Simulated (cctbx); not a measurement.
**Accept or mend?**

Cell a = 7.8990 Å, b = 7.8990 Å, c = 4.0780 Å, α = 90.00°, β = 90.00°, γ = 90.00°; space group P4_2/mnm (no. 136). The compound is LaNi4Bi2.

Simulated single-crystal data (cctbx): synchrotron X-rays, λ = 0.6889 Å, to d = 0.7 Å, 95 % of the full sphere, strongest reflection 40000 counts, noise from counting, a 6 % proportional error and a noise floor of 2 counts (s.d.); no absorption.

An anisotropic refinement with weights 1/σ² prints:

```text
Rint 0.049, 238 unique reflections to 0.70 A
cycle     R1     wR2    GooF  max shift (A)
   1  0.0288  0.0936   4.115   0.00268
   2  0.0149  0.0428   1.884   0.00000
final R1 0.0149 wR2 0.0428 GooF 1.884  parameters 13  data/parameter 18.3
atom        x        y        z      Ueq    occ   su(xyz)  su(Uiso or U11)
Bi1    0.78150  0.21850  0.00000   0.0072  1.000  0.00002  0.0002
La1    0.00000  0.00000  0.50000   0.0063  1.000  0.00000  0.0002
Ni1    0.65534  0.91247  0.00000   0.0071  1.000  0.00010  0.0003
difference map: max 2.31 min -1.68 rms 0.37
Q1    0.0000  0.0000  0.5000    2    2.36  0.00 A from La1
Q2    0.1220  0.3458  0.0000    8    1.98  0.27 A from Ni1
Q3    0.0730  0.4058  0.0000    8    1.38  0.50 A from Ni1
Q4    0.0690  0.6014  0.0000    8    0.91  1.31 A from Ni1
Q5    0.2146  0.7854  0.2035    8    0.89  0.83 A from Bi1
Q6    0.0796  0.1495  0.5000    8    0.82  1.34 A from La1
```

Q: Accept it or mend it, and why?

Mend it. The fault: anomalous dispersion left out. Against the right model at the same level, R1 goes from 0.0079 to 0.0149 and GooF from 0.86 to 1.88, U of Ni1 shrinks from 0.0097 to 0.0071 Å² and the top difference peak, 2.4 e/Å³, lies on La1. No atom is wrong: without f′ and f″ the atoms near an edge get the wrong scattering power, which U and the scale absorb. The signs are weak, and the output alone doesn't single this fault out.

The compound is LaNi4Bi2. The right model at the same level gives:

```text
Rint 0.049, 238 unique reflections to 0.70 A
cycle     R1     wR2    GooF  max shift (A)
   1  0.0123  0.0425   1.867   0.00039
   2  0.0079  0.0197   0.864   0.00000
final R1 0.0079 wR2 0.0197 GooF 0.864  parameters 13  data/parameter 18.3
atom        x        y        z      Ueq    occ   su(xyz)  su(Uiso or U11)
Bi1    0.78149  0.21851  0.00000   0.0065  1.000  0.00001  0.0001
La1    0.00000  0.00000  0.50000   0.0071  1.000  0.00000  0.0001
Ni1    0.65558  0.91226  0.00000   0.0097  1.000  0.00004  0.0002
difference map: max 0.78 min -0.79 rms 0.19
Q1    0.0654  0.7871  0.5000    8    0.79  1.73 A from Ni1
Q2    0.0522  0.8365  0.0000    8    0.76  1.38 A from Bi1
Q3    0.0428  0.9572  0.3426    8    0.67  0.80 A from La1
Q4    0.2208  0.7792  0.1979    8    0.62  0.81 A from Bi1
Q5    0.0373  0.1658  0.0000    8    0.61  1.47 A from Ni1
Q6    0.2077  0.2077  0.3035    8    0.53  1.15 A from Bi1
```

The model is made up (kin elements in a known structure type, no relaxation), so it says nothing on whether the phase exists.

[Middle refinement cycles are left out of these outputs.]

[Logs are printed without paths, hosts, clocks, repeated set-up lines and the standing remarks that a program may print on its own settings, such as how far it seeks lower states.]
